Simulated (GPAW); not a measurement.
Consider P (R-3m).

```cif
data_structure
_symmetry_space_group_name_H-M 'P 1'
_symmetry_Int_Tables_number 1
_cell_length_a 3.7102
_cell_length_b 3.7102
_cell_length_c 3.7102
_cell_angle_alpha 55.437
_cell_angle_beta 55.437
_cell_angle_gamma 55.437
_cell_volume 32.29
loop_
_atom_site_label
_atom_site_type_symbol
_atom_site_fract_x
_atom_site_fract_y
_atom_site_fract_z
_atom_site_occupancy
P1 P 0.77292 0.77292 0.77292 1
P2 P 0.22708 0.22708 0.22708 1
```

Absorber: atom 1, with 3 P at 2.29 Å (pyramidal, site symmetry 3m). Method: GPAW, LDA, excited-electron core hole (neutral cell), 12-atom cell with 6.0 Å between holes, 4×4×4 k points, dipole transitions, Gaussian full width 0.9 eV up to 4 eV, rising linearly to 3.5 eV at 25 eV.

This is not the structure that P takes at ambient pressure and room temperature (space group No. 64); it is a model or a phase of other conditions.

Question: What does the P K edge look like?

Main maxima up to 24 eV above the zero (height): 0.7 eV (2.69), 4.3 eV (1.28), 12.8 eV (0.85) and 18.4 eV (0.88). A K edge sees empty p states on the absorber. The total-energy difference is 2147.84 eV. One term is added: -15.84 eV, since the hole is spin-paired here and a spin-polarised one costs that much less in the free atom (computed apart). The photon energy is then 2132.00 eV. The functional leaves an error in such absolute values: in the free atom LDA prices this hole 8.5 eV below PBE (computed apart), and PBE is itself good to a few eV.

The P K spectrum (energy from the lowest empty level; intensity scaled to a mean of 1 over the first 20 eV; polarised curves are means over the symmetry-equivalent atoms):

```tsv
E (eV)	isotropic	ε ⊥ c	ε ∥ c
-2.0	0.00	0.00	0.00
-1.4	0.00	0.00	0.00
-0.8	0.04	0.04	0.04
-0.2	0.75	0.79	0.68
0.4	2.47	2.68	2.06
1.0	2.47	2.60	2.21
1.6	1.93	1.93	1.93
2.2	1.63	1.78	1.35
2.8	1.49	1.61	1.26
3.4	1.15	1.20	1.06
4.0	1.24	1.32	1.08
4.6	1.26	1.28	1.24
5.2	1.19	1.12	1.35
5.8	1.19	1.10	1.37
6.4	1.07	1.01	1.20
7.0	0.88	0.86	0.92
7.6	0.62	0.64	0.58
8.2	0.48	0.51	0.40
8.8	0.45	0.49	0.37
9.4	0.49	0.53	0.42
10.0	0.54	0.57	0.48
10.6	0.61	0.62	0.57
11.2	0.69	0.70	0.69
11.8	0.79	0.78	0.79
12.4	0.84	0.85	0.84
13.0	0.85	0.86	0.82
13.6	0.82	0.84	0.79
14.2	0.76	0.78	0.74
14.8	0.71	0.71	0.70
15.4	0.68	0.69	0.68
16.0	0.70	0.71	0.69
16.6	0.76	0.78	0.72
17.2	0.82	0.85	0.77
17.8	0.87	0.90	0.81
18.4	0.88	0.91	0.83
19.0	0.86	0.89	0.80
19.6	0.83	0.86	0.75
20.2	0.78	0.82	0.68
20.8	0.73	0.78	0.63
21.4	0.69	0.73	0.60
22.0	0.65	0.69	0.59
22.6	0.62	0.64	0.59
23.2	0.61	0.61	0.60
23.8	0.60	0.60	0.62
24.4	0.61	0.59	0.64
25.0	0.62	0.59	0.67
25.6	0.63	0.59	0.69
26.2	0.63	0.59	0.70
26.8	0.61	0.58	0.69
```

The unit cell's mesh shows no gap over 0.35 eV. That is right for a metallic compound; for a small-gap or correlated insulator it would be the fault of the functional or of the assumed magnetic order, and the hole would be screened too well. The holes are only 6.0 Å apart, so the shape is probably not converged with cell size; no larger cell was run here. The mesh is coarse (0.29 Å⁻¹ between points), so small maxima may be mesh ripples. The structure is a computed Materials Project entry and may be a hypothetical form.

[Banner, clock and machine lines of the logs are left out without a mark of their own.]

[Logs are printed without paths, hosts, clocks, repeated set-up lines and the standing remarks that a program may print on its own settings, such as how far it seeks lower states.]

[Hosts, paths, dates, database ids (printed as entryN), source tags and the programs' standing remarks are cut or masked in the printed files.]

[Lists of maxima count a maximum above −3 eV only where it reaches 4 % of the highest in the window and stands out from its surroundings by 2 % of it (1.5 % where it reaches 55 %); shoulders and weaker maxima are passed over, and of the rest the first, up to two pre-edge ones and the few strongest are named.]
